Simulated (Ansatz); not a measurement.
# Structural relaxation of generalised stacking fault on (110) of a KCl-RbCl solid solution (80 atoms), part 2 of 2

Aim: bring generalised stacking fault on (110) of a KCl-RbCl solid solution (80 atoms) to a nearby minimum of the energy and see what moves.

Ansatz 0.2.0; Kohn-Sham DFT, LDA, PAW (set soft_2), plane waves.

The cell: 13 Rb, 40 Cl and 27 K. Atoms were free to move along the slip. The host structure and its lattice constant were typed by rule, without a check against the phase diagram.

So far. Step 3 (Relaxation): The relaxation changed the energy by -12.4 meV/atom, and atoms moved by 0.36 Å r.m.s., 0.60 Å at most.

### 4. Local order after relaxation

Bonds before and after, by the cutoffs listed below:

| pair | bonds before | bonds after | mean before (Å) | mean after (Å) | spread before (Å) | spread after (Å) |
| --- | --- | --- | --- | --- | --- | --- |
| Cl-K | 210 | 216 | 3.166 | 3.168 | 0.071 | 0.060 |
| Cl-Rb | 102 | 104 | 3.170 | 3.215 | 0.058 | 0.045 |

Density 3.00 g/cm³, 24.80 Å³ an atom.

Pair distribution functions g(r), in bins of 0.2 Å:

| r (Å) | total | Cl-Cl | Cl-K | Cl-Rb | K-K | K-Rb | Rb-Rb |
| --- | --- | --- | --- | --- | --- | --- | --- |
| 3.00 | 0.68 | 0.00 | 2.01 | 0.00 | 0.00 | 0.00 | 0.00 |
| 3.20 | 7.05 | 0.00 | 13.69 | 15.05 | 0.00 | 0.00 | 0.00 |
| 3.40 | 0.07 | 0.00 | 0.07 | 0.27 | 0.00 | 0.00 | 0.00 |
| 3.60 | 3.48 | 5.89 | 0.00 | 0.00 | 8.65 | 7.50 | 7.60 |
| 3.80 | 0.90 | 2.89 | 0.00 | 0.00 | 0.00 | 1.46 | 0.68 |
| 4.00 | 0.00 | 0.00 | 0.00 | 0.00 | 0.00 | 0.00 | 0.00 |
| 4.20 | 0.00 | 0.00 | 0.00 | 0.00 | 0.00 | 0.00 | 0.00 |
| 4.40 | 0.00 | 0.00 | 0.00 | 0.00 | 0.00 | 0.00 | 0.00 |
| 4.60 | 0.00 | 0.00 | 0.00 | 0.00 | 0.00 | 0.00 | 0.00 |
| 4.80 | 0.00 | 0.00 | 0.00 | 0.00 | 0.00 | 0.00 | 0.00 |
| 5.00 | 0.70 | 1.58 | 0.00 | 0.00 | 1.60 | 0.96 | 0.72 |
| 5.20 | 3.30 | 5.83 | 0.00 | 0.00 | 7.10 | 7.88 | 6.56 |
| 5.40 | 0.38 | 1.35 | 0.00 | 0.00 | 0.00 | 0.16 | 0.99 |
| 5.60 | 0.00 | 0.00 | 0.00 | 0.00 | 0.00 | 0.00 | 0.00 |
| 5.80 | 0.00 | 0.00 | 0.00 | 0.00 | 0.00 | 0.00 | 0.00 |
| 6.00 | 3.49 | 0.00 | 6.81 | 7.29 | 0.00 | 0.00 | 0.00 |
| 6.20 | 3.48 | 1.32 | 5.92 | 5.47 | 0.95 | 1.16 | 0.71 |
| 6.40 | 1.04 | 1.98 | 0.00 | 0.00 | 1.81 | 3.11 | 0.00 |
| 6.60 | 0.32 | 0.60 | 0.00 | 0.00 | 0.56 | 0.84 | 0.65 |
| 6.80 | 0.00 | 0.00 | 0.00 | 0.00 | 0.00 | 0.00 | 0.00 |
| 7.00 | 0.00 | 0.00 | 0.00 | 0.00 | 0.00 | 0.00 | 0.00 |
| 7.20 | 0.05 | 0.19 | 0.00 | 0.00 | 0.04 | 0.00 | 0.00 |
| 7.40 | 1.05 | 2.01 | 0.00 | 0.00 | 2.49 | 1.50 | 3.65 |
| 7.60 | 0.00 | 0.00 | 0.00 | 0.00 | 0.00 | 0.00 | 0.00 |
| 7.80 | 0.82 | 0.00 | 1.66 | 1.61 | 0.00 | 0.00 | 0.00 |

Bonds by pair of elements; cutoffs follow the first minimum of g(r), held within bounds set by covalent radii, and pairs that aren't listed don't count as bonded:

| pair A-B | cutoff (Å) | bonds | mean length (Å) | spread (Å) | shortest (Å) | B about A | A about B |
| --- | --- | --- | --- | --- | --- | --- | --- |
| Cl-K | 3.68 | 216 | 3.17 | 0.06 | 3.06 | 5.4 | 8 |
| Cl-Rb | 3.68 | 104 | 3.21 | 0.045 | 3.12 | 2.6 | 8 |

How many atoms have how many bonded neighbours:

| element | mean | 8 |
| --- | --- | --- |
| Cl | 8 | 40 |
| K | 8 | 27 |
| Rb | 8 | 13 |

Bond angles, per cent of each kind in bins of 5°:

| angle (°) | Cl-K-Cl | K-Cl-Rb | K-Cl-K | Cl-Rb-Cl | Rb-Cl-Rb |
| --- | --- | --- | --- | --- | --- |
| 65–70 | 15.7 | 19.5 | 7.5 | 14.6 | 36.3 |
| 70–75 | 27.1 | 21.8 | 36.2 | 28.3 | 10.8 |
| 75–80 | 0.0 | 0.0 | 0.0 | 0.0 | 0.0 |
| 80–85 | 0.0 | 0.0 | 0.0 | 0.0 | 0.0 |
| 85–90 | 0.0 | 0.0 | 0.0 | 0.0 | 0.0 |
| 90–95 | 0.0 | 0.0 | 0.0 | 0.0 | 0.0 |
| 95–100 | 0.0 | 0.0 | 0.0 | 0.0 | 0.0 |
| 100–105 | 0.0 | 0.0 | 0.0 | 0.0 | 0.0 |
| 105–110 | 27.4 | 31.3 | 22.9 | 27.5 | 42.2 |
| 110–115 | 15.5 | 9.9 | 20.9 | 15.4 | 4.9 |
| 115–120 | 0.0 | 0.0 | 0.0 | 0.0 | 0.0 |
| 120–125 | 0.0 | 0.0 | 0.0 | 0.0 | 0.0 |
| 125–130 | 0.0 | 0.0 | 0.0 | 0.0 | 0.0 |
| 130–135 | 0.0 | 0.0 | 0.0 | 0.0 | 0.0 |
| 135–140 | 0.0 | 0.0 | 0.0 | 0.0 | 0.0 |
| 140–145 | 0.0 | 0.0 | 0.0 | 0.0 | 0.0 |
| 145–150 | 0.0 | 0.0 | 0.0 | 0.0 | 0.0 |
| 150–155 | 0.0 | 0.0 | 0.0 | 0.0 | 0.0 |
| 155–160 | 0.0 | 0.0 | 0.0 | 0.0 | 0.0 |
| 160–165 | 0.0 | 0.0 | 0.0 | 0.0 | 0.0 |
| 165–170 | 0.0 | 0.0 | 0.0 | 0.0 | 0.0 |
| 170–175 | 0.0 | 0.0 | 0.0 | 0.0 | 0.0 |
| 175–180 | 14.3 | 17.6 | 12.6 | 14.3 | 5.9 |

Bond angles (no mean is given where the spread exceeds 20°):

| angle | count | mean (°) | spread (°) |
| --- | --- | --- | --- |
| Cl-K-Cl | 756 | - | - |
| K-Cl-Rb | 524 | - | - |
| K-Cl-K | 494 | - | - |
| Cl-Rb-Cl | 364 | - | - |
| Rb-Cl-Rb | 102 | - | - |

First main peaks of g(r), for some of the pairs, lie near 3.67 Å (Cl-Cl), 3.16 Å (Cl-K), 3.21 Å (Cl-Rb), 3.67 Å (K-K), 3.68 Å (K-Rb) and 3.68 Å (Rb-Rb). By these cutoffs all Cl atoms have 8, all K atoms have 8 and all Rb atoms have 8 bonded neighbours.

### 5. Single point at the relaxed geometry

The electronic structure is read at the final geometry, in a run of its own.

input.yaml reads:

```yaml
crystal:
  lattice:
    - [7.3394, 0.0, 0.0]
    - [0.0, 10.37948, 0.0]
    - [2.44644, 0.0, 26.0487]
  atoms:
    - { symbol: Rb, position: [0.59071, 0.00027, 0.99834] }
    - { symbol: Cl, position: [0.28305, 0.99769, 0.09684] }
    - { symbol: K, position: [0.09002, 0.99999, 0.99777] }
    - { symbol: Cl, position: [0.79963, 0.99694, 0.09836] }
    [... 70 atom lines left out ...]
    - { symbol: K, position: [0.14163, 0.24919, 0.89849] }
    - { symbol: Cl, position: [0.33559, 0.25249, 0.99693] }
    - { symbol: K, position: [0.64233, 0.75059, 0.89872] }
    - { symbol: Cl, position: [0.84186, 0.74701, 0.99884] }
    - { symbol: Rb, position: [0.14256, 0.74988, 0.89906] }
    - { symbol: Cl, position: [0.34315, 0.74648, 0.99986] }
kpoints:
  mp_grid: { grid: [2, 1, 1] }
hamiltonian:
  xc: lda
scf:
  occupations: { method: fermi_dirac, width: 0.025 }
output:
  forces: true
  stress: true
  populations: true
  dos:
    method: { smearing: { sigma: 0.15 } }
    de: 0.1
    projected: { site_lists: { Cl: [Cl], K: [K], Rb: [Rb] } }
  eigenvalues: true
  write_density: true
  write_potential: true
  volumetric_format: npy
```

Run with:

```
$ ansatz run input.yaml --threads 8 --pin off --max-ram 15872MiB --backend cpu --events-out ev --progress --plain --runs-dir out
```

Numbers of over 12 decimals in the logs are rounded to 6 here.

Output:

```text
[...]
Crystal: 80 atoms, lattice volume = 1984.368 Å³
Basis set: ecut = 420 eV, 38795 PW (Γ)
Bands: 400, of which v1, the nominal top of the filled ones, is band 320 counted from 1 (319 counted from 0)
Symmetry: 1 space group operations
[...]
k-points: 2
[...]
SCF iter   1: F=—  HF=-123537.649154 eV  |F-HF|=—  |Δ(HF+E_count)|=         —  Δρ=7.18e-3  dr2=1.01e0  ethr=1.77e-3  ⟨swp⟩=12.5  Hψ=4838  notcnv=0  defer=16
[...]
SCF iter   7: F=-123537.295453 eV  HF=-123537.295453 eV  |F-HF|=2.78e-9  |Δ(HF+E_count)|=   2.67e-8  Δρ=8.12e-7  dr2=1.39e-8  ethr=1.56e-11  ⟨swp⟩=19.0  Hψ=7532  notcnv=0
SCF 1 converged in 7 iterations: F = -123537.295453 eV  dr2 = 1.39e-8
[...]
SCF converged after 7 iterations
Free energy (F): -123537.295453 eV
[...]
Internal energy: -123537.295453 eV  (E = F + TS)
E sigma→0 (E₀):  -123537.295453 eV
Fermi energy:    6.000239 eV
[...]
--- Forces (eV/Å), atoms counted from 1 ---
  atom   1  Rb    -0.00020701    -0.00033962     0.00094618
  atom   2  Cl    -0.00010950     0.00004260    -0.00056049
  atom   3  K      0.00056246    -0.00009040     0.00050672
  atom   4  Cl    -0.00043157     0.00014610    -0.00089873
  atom   5  K      0.00000084     0.00004792    -0.00014273
  atom   6  Cl     0.00018080    -0.00014002     0.00021663
  atom   7  K      0.00024946    -0.00041524     0.00005714
  atom   8  Cl    -0.00116709     0.00044714    -0.00001908
  atom   9  K     -0.00184815     0.00030544     0.00043291
  atom  10  Cl     0.00116235    -0.00033400    -0.00020190
  atom  11  Rb    -0.00059980     0.00009483    -0.00010669
  atom  12  Cl    -0.00027090    -0.00003477     0.00070685
  atom  13  K      0.00013859     0.00016792    -0.00013551
  atom  14  Cl     0.00112024    -0.00024335     0.00025089
[...]
atom  79  Rb    -0.00041777     0.00044529    -0.00051576
  atom  80  Cl     0.00196559    -0.00052012    -0.00125525
  max |Σ_I F_I| component: 3.57e-5 eV/Å
--- Stress (GPa, compression-positive) ---
        0.537922       0.002209       0.576894
        0.002209       0.351590      -0.013969
        0.576894      -0.013969       0.447184
  P = ⅓ Tr σ = 0.4456 GPa (4.456 kbar)
--- Band table (eV) ---
[...]
--- Löwdin populations: 80 sites ---
  site symbol       q [e]
     0     Rb      8.2100
     1     Cl      7.6748
     2      K      8.2634
[...]
79     Cl      7.6743
  spilling = 0.005061 (of n_electrons = 640.000000)
```

It took 45 s on 8 threads of Arm Neoverse V1, shared host; peak memory 6.6 GiB; 5.8 min of CPU time.

Numbers from this run:

| Item | Value |
| --- | --- |
| free energy | -123537.2955 eV |
| free energy per atom | -1544.2162 eV/atom |
| SCF cycles | 7 |
| pressure | 0.4456 GPa |
| r.m.s. force component | 0.0006 eV/Å |
| longest force | 0.00239 eV/Å |
| Fermi energy | 6 eV |
| gap (highest filled to lowest empty level) | 5.132 eV |
| spilling of the projection | 0.005061 |

Löwdin charges by element (they lack the spilled electrons, 0.040 e an atom on average):

| element | coordination | atoms | mean charge (e) | spread | least | most |
| --- | --- | --- | --- | --- | --- | --- |
| Cl | all | 40 | -0.675 | 6.0e-4 | -0.676 | -0.673 |
| K | all | 27 | 0.741 | 0.0054 | 0.729 | 0.749 |
| Rb | all | 13 | 0.786 | 0.0048 | 0.776 | 0.792 |

Density of states as counts of states in windows of 1 eV (from the Fermi level), total and the larger projections:

| from (eV) | to (eV) | total | Cl p | Cl s | Rb p | K p |
| --- | --- | --- | --- | --- | --- | --- |
| -18 | -16 | 0.0 | 0.0 | 0.0 | 0.0 | 0.0 |
| -16 | -15 | 69.1 | 0.2 | 57.0 | 0.7 | 6.1 |
| -15 | -14 | 18.0 | 0.1 | 10.6 | 0.1 | 7.2 |
| -14 | -13 | 154.8 | 1.1 | 6.8 | 0.3 | 146.5 |
| -13 | -12 | 0.0 | 0.0 | 0.0 | 0.0 | 0.0 |
| -12 | -11 | 38.3 | 0.9 | 0.6 | 36.6 | 0.2 |
| -11 | -10 | 39.7 | 0.6 | 0.5 | 38.3 | 0.2 |
| -10 | -6 | 0.0 | 0.0 | 0.0 | 0.0 | 0.0 |
| -6 | -5 | 0.1 | 0.1 | 0.0 | 0.0 | 0.0 |
| -5 | -4 | 58.5 | 53.5 | 0.1 | 0.4 | 0.5 |
| -4 | -3 | 128.4 | 122.2 | 0.4 | 1.1 | 0.8 |
| -3 | -2 | 53.0 | 52.2 | 0.0 | 0.2 | 0.1 |
| -2 | 2 | 0.0 | 0.0 | 0.0 | 0.0 | 0.0 |
| 2 | 3 | 1.5 | 0.0 | 0.3 | 0.0 | 0.0 |
| 3 | 4 | 20.7 | 0.3 | 0.6 | 0.0 | 0.0 |
| 4 | 5 | 71.5 | 1.9 | 1.7 | 0.1 | 0.2 |

About 80 of the 640 electrons lie in deeper levels, below the stored range.

The levels nearest the highest filled one (over half full), pooled over k-points and spins:

| level less the highest filled one (eV) | occupation |
| --- | --- |
| -0.151 | 2 |
| -0.0614 | 2 |
| -0.0559 | 2 |
| -0.0135 | 2 |
| -0.0118 | 2 |
| 0 | 2 |
| 5.13 | 0 |
| 5.66 | 0 |
| 5.68 | 0 |
| 5.84 | 0 |
| 5.87 | 0 |
| 5.90 | 0 |

Valence density in the ca plane at fractional y = 0.000, with atoms of Rb and Cl and K within 0.2 Å of it. It is the smooth field of the valence electrons, not physical close to the nuclei.

Values in e/Å³, 11 rows by 16 columns, each cell a mean:
```
1.9 0.6 0.2 0.3 0.1 0.4 0.1 0.8 1.4 0.3 0.0 0.0 0.7 1.4 0.5 0.2
1.8 0.7 0.1 0.1 0.3 2.8 0.9 0.2 0.4 0.1 0.2 0.1 0.6 1.3 0.6 0.0
0.7 0.2 0.2 0.2 0.3 3.2 1.3 0.0 0.1 0.1 2.1 1.2 0.2 0.7 0.2 0.2
0.1 0.1 1.0 1.1 0.2 0.6 0.3 0.1 0.2 0.2 2.9 2.1 0.1 0.1 0.1 1.2
0.2 0.1 1.1 1.2 0.2 0.0 0.1 0.7 1.1 0.2 0.8 0.6 0.1 0.2 0.1 1.5
1.4 0.3 0.6 0.9 0.1 0.1 0.1 1.0 1.1 0.4 0.0 0.1 0.5 1.2 0.3 0.7
1.8 0.7 0.1 0.1 0.2 1.4 0.4 0.5 1.2 0.2 0.1 0.1 0.8 1.1 0.6 0.1
1.5 0.4 0.1 0.1 0.4 3.6 1.3 0.1 0.2 0.1 0.9 0.5 0.4 1.3 0.4 0.0
0.2 0.1 0.6 0.7 0.2 1.9 0.8 0.1 0.1 0.2 3.0 2.0 0.1 0.2 0.1 0.5
0.1 0.1 1.1 1.2 0.2 0.1 0.1 0.4 0.7 0.2 1.9 1.4 0.1 0.1 0.1 2.3
0.6 0.2 0.9 1.3 0.2 0.0 0.1 1.0 1.2 0.3 0.2 0.2 0.2 0.5 0.1 1.7
```
Columns run along c (16.0 Å, from fractional 0.39 to 1.00 of the cell), rows up along a (7.3 Å). Atoms in or near the plane, at fractional coordinates: Rb at (0.00, 0.59), K at (0.00, 0.09), Rb at (0.40, 0.89), Cl at (0.50, 0.10), Rb at (0.40, 0.39), Cl at (0.50, 0.59), K at (0.60, 0.80), Cl at (0.70, 0.00), K at (0.60, 0.29), Cl at (0.70, 0.49), K at (0.80, 0.69), Cl at (0.90, 0.89), K at (0.80, 0.19), Cl at (0.90, 0.39).

Electrostatic potential energy in the ca plane at fractional y = 0.000, with atoms of Rb and Cl and K within 0.2 Å of it. With pseudopotentials it is smooth inside the atoms' cores, unlike the true potential.

Values in eV, 11 rows by 16 columns, each cell a mean:
```
-51  -7   8   7   7   0   6  -7 -31   6   8   8  -2 -38   2   4
-51 -10   9   9   2 -32  -7   8   5   8   3   6  -2 -41   0   8
 -8   4   8   8   2 -37 -12   9  10   6 -24 -12   7  -1   7   4
  6   8 -11 -18   7  -4   2   8   9   6 -32 -23   8  10   7 -24
  4   8 -22 -37   7   7   8  -2 -15   7  -6  -3   8   9   7 -36
-30   2   0  -8   8   6   8 -15 -43   5   7   7   3 -16   6 -10
-52 -11   9   9   5 -15   1   1 -17   7   7   8  -6 -46   0   7
-33  -2   9   9   1 -40 -13   8   8   7  -8  -1   3 -21   5   7
  4   7   0  -2   5 -21  -5   9  10   5 -34 -21   8   8   8  -3
  7   8 -22 -35   7   5   7   4  -2   6 -21 -15   8  10   7 -26
 -5   6 -10 -25   8   7   8 -14 -38   5   4   5   8   4   7 -18
```
Columns run along c (16.0 Å, from fractional 0.39 to 1.00 of the cell; values clipped at the 3rd and 97th percentile), rows up along a (7.3 Å). Atoms in or near the plane, at fractional coordinates: Rb at (0.00, 0.59), K at (0.00, 0.09), Rb at (0.40, 0.89), Cl at (0.50, 0.10), Rb at (0.40, 0.39), Cl at (0.50, 0.59), K at (0.60, 0.80), Cl at (0.70, 0.00), K at (0.60, 0.29), Cl at (0.70, 0.49), K at (0.80, 0.69), Cl at (0.90, 0.89), K at (0.80, 0.19), Cl at (0.90, 0.39).

Mean Löwdin charges: Cl -0.67, K +0.74, Rb +0.79 e (they miss 0.51 % of the electrons, so they add up to more than the cell's charge).

A closer look about K43, picked at random: 9 atoms, nearest first, numbered in the order of the input, with positions taken from that point.

| atom | x | y | z | distance (Å) | bonds | Löwdin charge (e) |
| --- | --- | --- | --- | --- | --- | --- |
| K43 | 0.00 | 0.00 | 0.00 | 0.00 | 8 | 0.73 |
| Cl44 | 1.70 | -0.04 | 2.59 | 3.10 | 8 | -0.67 |
| Cl26 | -1.69 | 0.06 | -2.62 | 3.12 | 8 | -0.68 |
| Cl30 | -1.79 | -2.63 | 0.06 | 3.18 | 8 | -0.67 |
| Cl40 | 1.82 | 2.61 | -0.01 | 3.19 | 8 | -0.67 |
| Cl32 | 1.83 | -2.63 | 0.05 | 3.21 | 8 | -0.67 |
| Cl38 | -1.85 | 2.62 | -0.04 | 3.21 | 8 | -0.67 |
| Cl42 | -1.93 | -0.04 | 2.63 | 3.26 | 8 | -0.67 |
| Cl28 | 1.93 | 0.06 | -2.64 | 3.27 | 8 | -0.68 |

The column of bonds counts only the pairs Cl-K within 3.68 Å, Cl-Rb within 3.68 Å; other neighbours, such as metal atoms beside each other in a compound, aren't counted, and periodic images can show an atom twice.

### 6. Outcome

```json
{
  "energy change in the relaxation": "-12.37 meV/atom",
  "r.m.s. displacement": "0.356 Å",
  "largest displacement": "0.598 Å",
  "free energy per atom": "-1544.2162 eV/atom",
  "density": "3 g/cm³",
  "pressure": "0.4456 GPa",
  "r.m.s. force component": "0.0006 eV/Å",
  "gap (highest filled to lowest empty level)": "5.132 eV",
  "wall time of the 3 DFT runs": "3.9 min"
}
```

In words: Relaxation lowers the energy by 12.4 meV/atom and moves atoms by 0.36 Å r.m.s.; the r.m.s. force component goes from 0.18 to 6.0e-4 eV/Å, the pressure goes from 0.91 to 0.45 GPa, and the gap from 5.09 to 5.13 eV. By the final cutoffs 0 of 312 bonded pairs parted and 8 joined. Afterwards all atoms of each element have one and the same coordination, so bonds have reconnected across the defect, which no longer shows in the counts. Layers on the two sides of the fault moved in opposite directions along the plane, so much of the imposed slip has spread into a shear of the crystal. From the first step to the last the energy fell by 0.989 eV, and the largest move was 0.60 Å (Cl76, with 1 other atom within 2 % of it). The Cl-Rb bonds change most in mean length: from 3.170 Å (spread 0.058) to 3.215 Å (spread 0.045), and their number from 102 to 104. Counting bonds as in the table, all Cl atoms have 8, all K atoms have 8 and all Rb atoms have 8 bonded neighbours. The highest filled and lowest empty levels differ by 5.13 eV on the run's k-points; the mesh holds the band edges only if they fold onto it, so the gap at this level can be narrower or closed, while local or semilocal functionals tend to narrow gaps against experiment.

Caveats: Atoms were free to move along the slip, so the relaxation can undo part or all of it.

[Logs are printed without paths, hosts, clocks, repeated set-up lines and the standing remarks that a program may print on its own settings, such as how far it seeks lower states.]

[Hosts, paths, dates, database ids (printed as entryN), source tags and the programs' standing remarks are cut or masked in the printed files.]
